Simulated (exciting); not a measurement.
# Electron–core-hole interaction in the O K spectrum of LuTlO2, part 2 of 3

How far do the exchange and direct terms reshape the O K edge of LuTlO2?

exciting sodium; X-ray absorption, core-level Bethe-Salpeter equation, exchange and statically screened direct term, Tamm-Dancoff, all-electron LAPW+lo LDA.

So far. Step 3 (A richer basis for the empty states): Against the first ground state the total energy moves by -11 meV an atom and the gap by -0.01 eV.

## 4. Screening, kernels and BSE for O atom 3

The absorber has 3 Lu at 2.25 Å (pyramidal, site symmetry 3m).

Contents of input.xml:

```
<input>
  <title>LuTlO2</title>
  <structure speciespath="." autormt="false" epslat="1.0e-5">
    <crystal>
      <basevect>3.2181884881 1.8580219899 12.2948707203</basevect>
      <basevect>-3.2181884881 1.8580219899 12.2948707203</basevect>
      <basevect>0.0000000000 -3.7160439798 12.2948707203</basevect>
    </crystal>
    <species speciesfile="Tl.xml" rmt="2.300">
      <atom coord="0.0000000000 0.0000000000 0.0000000000"/>
    </species>
    <species speciesfile="Lu.xml" rmt="2.240">
      <atom coord="0.5000000000 0.5000000000 0.5000000000"/>
    </species>
    <species speciesfile="O.xml" rmt="1.880">
      <atom coord="0.2224370000 0.2224370000 0.2224370000"/>
      <atom coord="0.7775630000 0.7775630000 0.7775630000"/>
    </species>
  </structure>
  <groundstate do="skip" xctype="LDA_PW" ngridk="4 4 4" rgkmax="7" gmaxvr="14" nempty="8" swidth="0.001" maxscl="100" epsengy="1e-5"/>
  <xs xstype="BSE" ngridk="3 3 3" ngridq="3 3 3" vkloff="0.097 0.273 0.493" rgkmax="7" nempty="33" gqmax="3" lmaxapwwf="5" lmaxemat="2" broad="0.01654" tevout="true">
    <energywindow intv="17.983 19.600" points="439"/>
    <screening screentype="full" nempty="54"/>
    <BSE xas="true" xasspecies="3" xasatom="1" xasedge="K" bsetype="singlet" nstlxas="1 29"/>
    <qpointset>
      <qpoint>0 0 0</qpoint>
    </qpointset>
    <plan>
      <doonly task="xsgeneigvec"/>
      <doonly task="writepmatxs"/>
      <doonly task="scrgeneigvec"/>
      <doonly task="scrwritepmat"/>
      <doonly task="screen"/>
      <doonly task="scrcoulint"/>
      <doonly task="exccoulint"/>
    </plan>
  </xs>
</input>
```

Contents of input.xml for the last start (plan only):

```
  <plan>
    <doonly task="bse"/>
  </plan>
```

The run is started by

```sh
> OMP_NUM_THREADS=1 mpirun -n 4 exciting
> OMP_NUM_THREADS=4 exciting
```

Numbers of over 12 decimals in the logs are rounded to 6 here.

What it wrote:

```text
| EXCITING SODIUM started for task xsgeneigvec ( 301)                          =
One-shot GS runs for BSE calculations
One-shot GS runs for k+qmt/2 grids
Info(xsgeneigvec): Generating eigenvectors for Q-point      1
Info(xsgeneigvec): Generation of eigenvectors finished
| EXCITING SODIUM started for task writepmatxs ( 320)                          =
Info(writepmatxs): Momentum matrix elements finished
| EXCITING SODIUM started for task scrgeneigvec ( 401)                         =
One-shot GS runs for BSE calculations
One-shot GS runs for k+qmt/2 grids
Info(xsgeneigvec): Generating eigenvectors for Q-point      1
Using screening GS parameters.
Info(xsgeneigvec): Generation of eigenvectors finished
| EXCITING SODIUM started for task scrwritepmat ( 420)                         =
Info(writepmatxs): Momentum matrix elements finished
Info(scrwritepmat): Momentum matrix elements for screening finished
| EXCITING SODIUM started for task screen ( 430)                               =
Info(screenlauncher): Calculating screening for unshifted q-grid.
Info(screenlauncher): Number of q points:       6
Info(screenlauncher): lowest (partially)  unoccupied state:     29
Info(screenlauncher): highest (partially) occupied state  :     28
Info(screenlauncher): number of occupied states considered:   28
Info(screenlauncher): number of unoccupied states considered:   55
Info(screenlauncher): Starting loop over q-points
Info(screenlauncher): Screening for unshifted q-grid finished
Info(screenlauncher): Screening finished
| EXCITING SODIUM started for task scrcoulint ( 440)                           =
Info(scrcoulintlauncher): Setting up screened Coulomb interaction matrix W.
Info(scrcoulintlauncher): Using momentum transfer vectors from list :   1 to  1
Info(scrcoulintlauncher): Calculating screened Coulomb interaction matrix W
Info(scrcoulintlauncher): Momentum transfer list index: iqmt=  1
Info(scrcoulintlauncher): Momentum transfer: vqmtl=   0.000   0.000   0.000
Info(scrcoulintlauncher): Calculating RR block of W
Info(scrcoulint): Inspecting occupations...
Info(setranges_modxs): Number of non-reduced k-points:       27
Info(setranges_modxs): Number of states considered:       62
Info(setranges_modxs): Number of (partially) occupied states:        2
Info(setranges_modxs): Highest (partially) occupied states:       28
Info(setranges_modxs): Number of (partially) unoccupied states:       34
Info(setranges_modxs): Lowest (partially) unoccupied states:       29
Info(scrcoulint): Selecting transitions...
Info(select_transitions): Inspecting transitions in the  band interval:
  lowest occupied state:   1
  highest occupied state:   2
  lowest unoccupied state:  29
  highest unoccupied state:  57
  Opening gap with a scissor of:      0.000/H      0.000/eV
Info(select_transitions): Number of participating transitions:    1566
Info(scrcoulint): Size of file SCCLI will be about     0.018948 GB
Info(scrcoulint): Using q-grid
Info(scrcoulint): Number of reduced q-points:      6
Info(scrcoulint): Number of non-reduced q-points:     27
Info(scrcoulint): Calculating W(G1,G2,qr) fourier coefficients
Info(scrcoulint): Calculating W matrix elements
Info(scrcoulintlauncher): Screened coulomb interaction finished for iqmt=   1
| EXCITING SODIUM started for task exccoulint ( 441)                           =
Info(exccoulintlauncher): Setting up exchange interaction matrix V.
Info(exccoulintlauncher): Using momentum transfer vectors from list :   1 to  1
Info(exccoulintlauncher):Calculating exchange interaction matrix V
Info(exccoulintlauncher): Momentum transfer list index: iqmt=  1
Info(exccoulintlauncher): Momentum transfer: vqmtl=   0.000   0.000   0.000
Info(exccoulintlauncher): Calculating RR block of V
Info(exccoulint): Inspecting occupations...
Info(setranges_modxs): Number of non-reduced k-points:       27
Info(setranges_modxs): Number of states considered:       62
Info(setranges_modxs): Number of (partially) occupied states:        2
Info(setranges_modxs): Highest (partially) occupied states:       28
Info(setranges_modxs): Number of (partially) unoccupied states:       34
Info(setranges_modxs): Lowest (partially) unoccupied states:       29
Info(exccoulint): Selecting transitions...
Info(select_transitions): Inspecting transitions in the  band interval:
  lowest occupied state:   1
  highest occupied state:   2
  lowest unoccupied state:  29
  highest unoccupied state:  57
  Opening gap with a scissor of:      0.000/H      0.000/eV
Info(select_transitions): Number of participating transitions:    1566
Info(exccoulint): Size of file EXCLI will be about     0.018948 GB
Info(exccoulint): Generating plane wave matrix elements for momentum transfer iqmt=   1
  Timing (in seconds)	   :     259.227
Info(exccoulint): Generating V matrix elements
Info(exccoulint): Zeroing Coulomb potential at G+qmt index:  1
Info(exccoulintlauncher): Exchange interaction finished for iqmt=   1
| EXCITING SODIUM started for task bse ( 445)                                  =
Info(bselauncher): Init time:    3.040835
Info(bselauncher): Setting up and diagonalizing BSE Hamiltonian.
Info(bselauncher): Using momentum transfer vectors from list :   1 to  1
Info(bselauncher): Distributing qmt-points over   1 processes.
Info(bselauncher): BSE type: singlet
Info(bselauncher): Momentum transfer list index: iqmt=  1
Info(bselauncher): Momentum transfer: vqmtl=   0.000   0.000   0.000
Info(bse): Inspecting occupations...
Info(setranges_modxs): Number of non-reduced k-points:       27
Info(setranges_modxs): Number of states considered:       62
Info(setranges_modxs): Number of (partially) occupied states:        2
Info(setranges_modxs): Highest (partially) occupied states:       28
Info(setranges_modxs): Number of (partially) unoccupied states:       34
Info(setranges_modxs): Lowest (partially) unoccupied states:       29
Info(select_transitions): Inspecting transitions in the  band interval:
  lowest occupied state:   1
  highest occupied state:   2
  lowest unoccupied state:  29
  highest unoccupied state:  57
  Opening gap with a scissor of:      0.000/H      0.000/eV
Info(select_transitions): Number of participating transitions:    1566
Info(bse): Selecting transitions...
Info(bse):bsegap (eV):   501.687778
Info(bse): Assembling BSE matrix
  RR/RA blocks of global BSE-Hamiltonian:
  Size of the Hamiltonian:    1566
  Number of k-points:      27
  Distributing matrix to   1 processes
  Local matrix shape   1566 x  1566
Info(bse): max local RAM needed for BSE matrices ~     0.036543 GB
Info(setup_bse_block): Setting up RR part of hamiltonian
Info(setup_bse_block): Singlet spin state
Info(bse): Diagonalizing RR Hamiltonian (TDA)
Info(bse): Invoking Lapack routine ZHEEVR
      1566 eigen solutions found in the interval:
         i1=       1 i2=    1566
Info(bse): Writing excition energies and oscillator strengths to text file.
Info(makespectrum_dist): Making spectrum using formula for coupling with time reversed AR basis.
Info(makespectrum_dist): Using formalism for vanishing momentum transfer.
Info(writederived): Writing quantities derived from the macroscopic dielectric function.
Info(bselauncher): Spectrum finished for iqmt=  1
Info(bselauncher): All done for BSE type singlet
```

Elapsed: 26 min, on 4 MPI ranks of Intel Xeon at 2.70GHz, shared host.

Wall time by task: xsgeneigvec 20 s, writepmatxs 12 s, scrgeneigvec 7.1 s, scrwritepmat 8.5 s, screen 9.5 min, scrcoulint 11 min, exccoulint 4.4 min, bse 7.8 s.

The O K spectrum of O atom 3 (energy from the Kohn–Sham onset, core level to the lowest empty state found on the meshes used, 501.35 eV; the ground-state mesh sets it, and the shifted mesh has its lowest transition 0.34 eV above it; Im ε scaled to the maximum of the singlet run; cut below the end of the band set):

```
E (eV)  isotropic  ε ⊥ c  ε ∥ c
  -4.5       0.02   0.02   0.02
  -4.0       0.02   0.02   0.03
  -3.5       0.03   0.02   0.03
  -3.0       0.03   0.03   0.05
  -2.5       0.04   0.03   0.06
  -2.0       0.06   0.04   0.09
  -1.5       0.09   0.06   0.15
  -1.0       0.17   0.09   0.33
  -0.5       0.41   0.19   0.86
   0.0       0.44   0.29   0.72
   0.5       0.34   0.28   0.45
   1.0       0.39   0.35   0.47
   1.5       0.52   0.50   0.57
   2.0       0.70   0.71   0.68
   2.5       0.85   0.90   0.74
   3.0       0.88   1.00   0.64
   3.5       0.85   0.96   0.63
   4.0       0.66   0.67   0.64
   4.5       0.50   0.48   0.56
   5.0       0.49   0.44   0.60
   5.5       0.50   0.40   0.69
   6.0       0.50   0.37   0.78
   6.5       0.47   0.39   0.64
   7.0       0.55   0.49   0.67
   7.5       0.76   0.83   0.63
   8.0       0.95   1.17   0.49
   8.5       0.96   1.21   0.46
   9.0       0.64   0.79   0.35
   9.5       0.49   0.58   0.31
  10.0       0.44   0.51   0.31
  10.5       0.35   0.41   0.23
  11.0       0.32   0.36   0.24
  11.5       0.31   0.32   0.30
  12.0       0.26   0.24   0.29
  12.5       0.21   0.19   0.25
  13.0       0.24   0.21   0.31
  13.5       0.28   0.24   0.36
  14.0       0.26   0.24   0.32
  14.5       0.27   0.25   0.31
  15.0       0.28   0.27   0.30
  15.5       0.32   0.30   0.35
  16.0       0.37   0.33   0.44
  16.5       0.38   0.31   0.52
  17.0       0.31   0.25   0.43
  17.5       0.25   0.21   0.33
  18.0       0.22   0.18   0.29
  18.5       0.21   0.18   0.28
  19.0       0.19   0.16   0.25
  19.5       0.18   0.16   0.23
  20.0       0.18   0.17   0.20
  20.5       0.18   0.19   0.17
  21.0       0.20   0.21   0.18
  21.5       0.20   0.19   0.21
  22.0       0.21   0.20   0.24
  22.5       0.22   0.21   0.25
  23.0       0.21   0.20   0.22
  23.5       0.18   0.19   0.17
```

Maxima (height): -0.3 eV (0.50), 2.8 eV (0.90), 5.9 eV (0.51), 8.3 eV (1.00), 13.5 eV (0.28), 16.3 eV (0.39) and 22.7 eV (0.22).

The Hamiltonian has 1566 rows. The lowest groups of eigenvalues and the brightest ones, on the scale above (the program counts from the shifted mesh's onset, 0.34 eV higher). Core spinors bring spin-forbidden partners, so dark means forbidden by spin or by symmetry, and the shifted mesh splits states that symmetry would keep together:

```
energy (eV)  states within 10 meV  relative strength
     -0.365                     1               dark
     -0.345                     1               1.00
     -0.144                     2               0.28
     -0.026                     2               0.10
      0.103                     2              0.028
      0.206                     2              0.052
      1.204                     2               0.45
      2.113                     2               0.39
      2.231                     2               0.29
      2.731                     2               0.54
      3.399                     4               0.29
```

## 5. Independent particles

Edit input.xml of step 4 so:

```diff
@@ -23,3 +23,3 @@
     <screening screentype="full" nempty="54"/>
-    <BSE xas="true" xasspecies="3" xasatom="1" xasedge="K" bsetype="singlet" nstlxas="1 29"/>
+    <BSE xas="true" xasspecies="3" xasatom="1" xasedge="K" bsetype="IP" nstlxas="1 29"/>
     <qpointset>
@@ -28,9 +28,3 @@
     <plan>
-      <doonly task="xsgeneigvec"/>
-      <doonly task="writepmatxs"/>
-      <doonly task="scrgeneigvec"/>
-      <doonly task="scrwritepmat"/>
-      <doonly task="screen"/>
-      <doonly task="scrcoulint"/>
-      <doonly task="exccoulint"/>
+      <doonly task="bse"/>
     </plan>
```

The run is started by

```sh
> OMP_NUM_THREADS=4 exciting
```

What it wrote:

```text
| EXCITING SODIUM started for task bse ( 445)                                  =
Info(bselauncher): Init time:    3.498151
Info(bselauncher): Setting up and diagonalizing BSE Hamiltonian.
Info(bselauncher): Using momentum transfer vectors from list :   1 to  1
Info(bselauncher): Distributing qmt-points over   1 processes.
Info(bselauncher): BSE type: IP
Info(bselauncher): Momentum transfer list index: iqmt=  1
Info(bselauncher): Momentum transfer: vqmtl=   0.000   0.000   0.000
Info(bse): Inspecting occupations...
Info(setranges_modxs): Number of non-reduced k-points:       27
[...]
highest unoccupied state:  57
  Opening gap with a scissor of:      0.000/H      0.000/eV
Info(select_transitions): Number of participating transitions:    1566
Info(bse): Selecting transitions...
Info(bse):bsegap (eV):   501.687778
Info(bse): IP requested, nothing much to do
Info(bse): Writing excition energies and oscillator strengths to text file.
Info(makespectrum_dist): Making spectrum using formula for coupling with time reversed AR basis.
Info(makespectrum_dist): Using formalism for vanishing momentum transfer.
Info(writederived): Writing quantities derived from the macroscopic dielectric function.
Info(bselauncher): Spectrum finished for iqmt=  1
Info(bselauncher): All done for BSE type IP
```

Wall time 6 s (4 threads).

Maxima (height): 4.4 eV (0.69), 9.5 eV (1.03), 14.1 eV (0.33), 17.1 eV (0.49) and 23.3 eV (0.31); 1 lower ones aren't listed. The spectrum differs from the singlet run by 55 % r.m.s. Moving the earlier curve by +1.6 eV leaves 25 %. The highest maximum lies at 9.5 eV (1.03), against 8.3 eV (1.00).

## 6. Exchange alone

Edit input.xml of step 5 so:

```diff
@@ -23,3 +23,3 @@
     <screening screentype="full" nempty="54"/>
-    <BSE xas="true" xasspecies="3" xasatom="1" xasedge="K" bsetype="IP" nstlxas="1 29"/>
+    <BSE xas="true" xasspecies="3" xasatom="1" xasedge="K" bsetype="RPA" nstlxas="1 29"/>
     <qpointset>
```

The run is started by

```sh
> OMP_NUM_THREADS=4 exciting
```

What it wrote:

```text
| EXCITING SODIUM started for task bse ( 445)                                  =
Info(bselauncher): Init time:    3.127552
Info(bselauncher): Setting up and diagonalizing BSE Hamiltonian.
Info(bselauncher): Using momentum transfer vectors from list :   1 to  1
Info(bselauncher): Distributing qmt-points over   1 processes.
Info(bselauncher): BSE type: RPA
Info(bselauncher): Momentum transfer list index: iqmt=  1
Info(bselauncher): Momentum transfer: vqmtl=   0.000   0.000   0.000
Info(bse): Inspecting occupations...
Info(setranges_modxs): Number of non-reduced k-points:       27
[...]
Info(setup_bse_block): Setting up RR part of hamiltonian
Info(setup_bse_block): Using RPA approximation
Info(bse): Diagonalizing RR Hamiltonian (TDA)
Info(bse): Invoking Lapack routine ZHEEVR
      1566 eigen solutions found in the interval:
         i1=       1 i2=    1566
Info(bse): Writing excition energies and oscillator strengths to text file.
Info(makespectrum_dist): Making spectrum using formula for coupling with time reversed AR basis.
Info(makespectrum_dist): Using formalism for vanishing momentum transfer.
Info(writederived): Writing quantities derived from the macroscopic dielectric function.
Info(bselauncher): Spectrum finished for iqmt=  1
Info(bselauncher): All done for BSE type RPA
```

Elapsed: 10 s, on 4 threads.

Maxima (height): 4.5 eV (0.67), 9.6 eV (1.02), 14.1 eV (0.33), 17.1 eV (0.49) and 23.3 eV (0.32); 1 lower ones aren't listed. The spectrum differs from the independent-particle run by 3 % r.m.s.

## 7. Broadening

Changed against the first singlet run: half width (eV) from 0.45 to 1.35.

Edit input.xml of step 6 so:

```diff
@@ -20,6 +20,6 @@
   <groundstate do="skip" xctype="LDA_PW" ngridk="4 4 4" rgkmax="7" gmaxvr="14" nempty="8" swidth="0.001" maxscl="100" epsengy="1e-5"/>
-  <xs xstype="BSE" ngridk="3 3 3" ngridq="3 3 3" vkloff="0.097 0.273 0.493" rgkmax="7" nempty="33" gqmax="3" lmaxapwwf="5" lmaxemat="2" broad="0.01654" tevout="true">
+  <xs xstype="BSE" ngridk="3 3 3" ngridq="3 3 3" vkloff="0.097 0.273 0.493" rgkmax="7" nempty="33" gqmax="3" lmaxapwwf="5" lmaxemat="2" broad="0.04961" tevout="true">
     <energywindow intv="17.983 19.600" points="439"/>
     <screening screentype="full" nempty="54"/>
-    <BSE xas="true" xasspecies="3" xasatom="1" xasedge="K" bsetype="RPA" nstlxas="1 29"/>
+    <BSE xas="true" xasspecies="3" xasatom="1" xasedge="K" bsetype="singlet" nstlxas="1 29"/>
     <qpointset>
```

The run is started by

```sh
> OMP_NUM_THREADS=4 exciting
```

What it wrote:

```text
| EXCITING SODIUM started for task bse ( 445)                                  =
Info(bselauncher): Init time:    3.175351
Info(bselauncher): Setting up and diagonalizing BSE Hamiltonian.
Info(bselauncher): Using momentum transfer vectors from list :   1 to  1
Info(bselauncher): Distributing qmt-points over   1 processes.
Info(bselauncher): BSE type: singlet
Info(bselauncher): Momentum transfer list index: iqmt=  1
Info(bselauncher): Momentum transfer: vqmtl=   0.000   0.000   0.000
Info(bse): Inspecting occupations...
[...]
Info(setup_bse_block): Setting up RR part of hamiltonian
Info(setup_bse_block): Singlet spin state
Info(bse): Diagonalizing RR Hamiltonian (TDA)
Info(bse): Invoking Lapack routine ZHEEVR
      1566 eigen solutions found in the interval:
         i1=       1 i2=    1566
Info(bse): Writing excition energies and oscillator strengths to text file.
Info(makespectrum_dist): Making spectrum using formula for coupling with time reversed AR basis.
Info(makespectrum_dist): Using formalism for vanishing momentum transfer.
Info(writederived): Writing quantities derived from the macroscopic dielectric function.
Info(bselauncher): Spectrum finished for iqmt=  1
Info(bselauncher): All done for BSE type singlet
```

The job ended after 10 s (4 threads).

Against the singlet run the r.m.s. difference is 22 %. The highest maximum lies at 8.1 eV (0.65), against 8.3 eV (1.00). Only the width of each line changes; the area stays. A table step wider than the lines misses their tops.

```
E (eV)  first run  this run
 -10.0       0.01      0.02
  -9.0       0.01      0.02
  -8.0       0.01      0.02
  -7.0       0.01      0.03
  -6.0       0.01      0.04
  -5.0       0.02      0.05
  -4.0       0.02      0.06
  -3.0       0.03      0.09
  -2.0       0.06      0.14
  -1.0       0.17      0.24
   0.0       0.44      0.35
   1.0       0.39      0.43
   2.0       0.70      0.57
   3.0       0.88      0.64
   4.0       0.66      0.59
   5.0       0.49      0.53
   6.0       0.50      0.52
   7.0       0.55      0.57
   8.0       0.95      0.65
   9.0       0.64      0.58
  10.0       0.44      0.45
  11.0       0.32      0.36
  12.0       0.26      0.30
  13.0       0.24      0.28
  14.0       0.26      0.28
  15.0       0.28      0.29
  16.0       0.37      0.30
  17.0       0.31      0.28
  18.0       0.22      0.24
  19.0       0.19      0.21
  20.0       0.18      0.20
  21.0       0.20      0.20
  22.0       0.21      0.20
  23.0       0.21      0.19
```

[end of part 2 of 3]

[Banner, clock and machine lines of the logs are left out without a mark of their own.]

[Logs are printed without paths, hosts, clocks, repeated set-up lines and the standing remarks that a program may print on its own settings, such as how far it seeks lower states.]

[Hosts, paths, dates, database ids (printed as entryN), source tags and the programs' standing remarks are cut or masked in the printed files.]
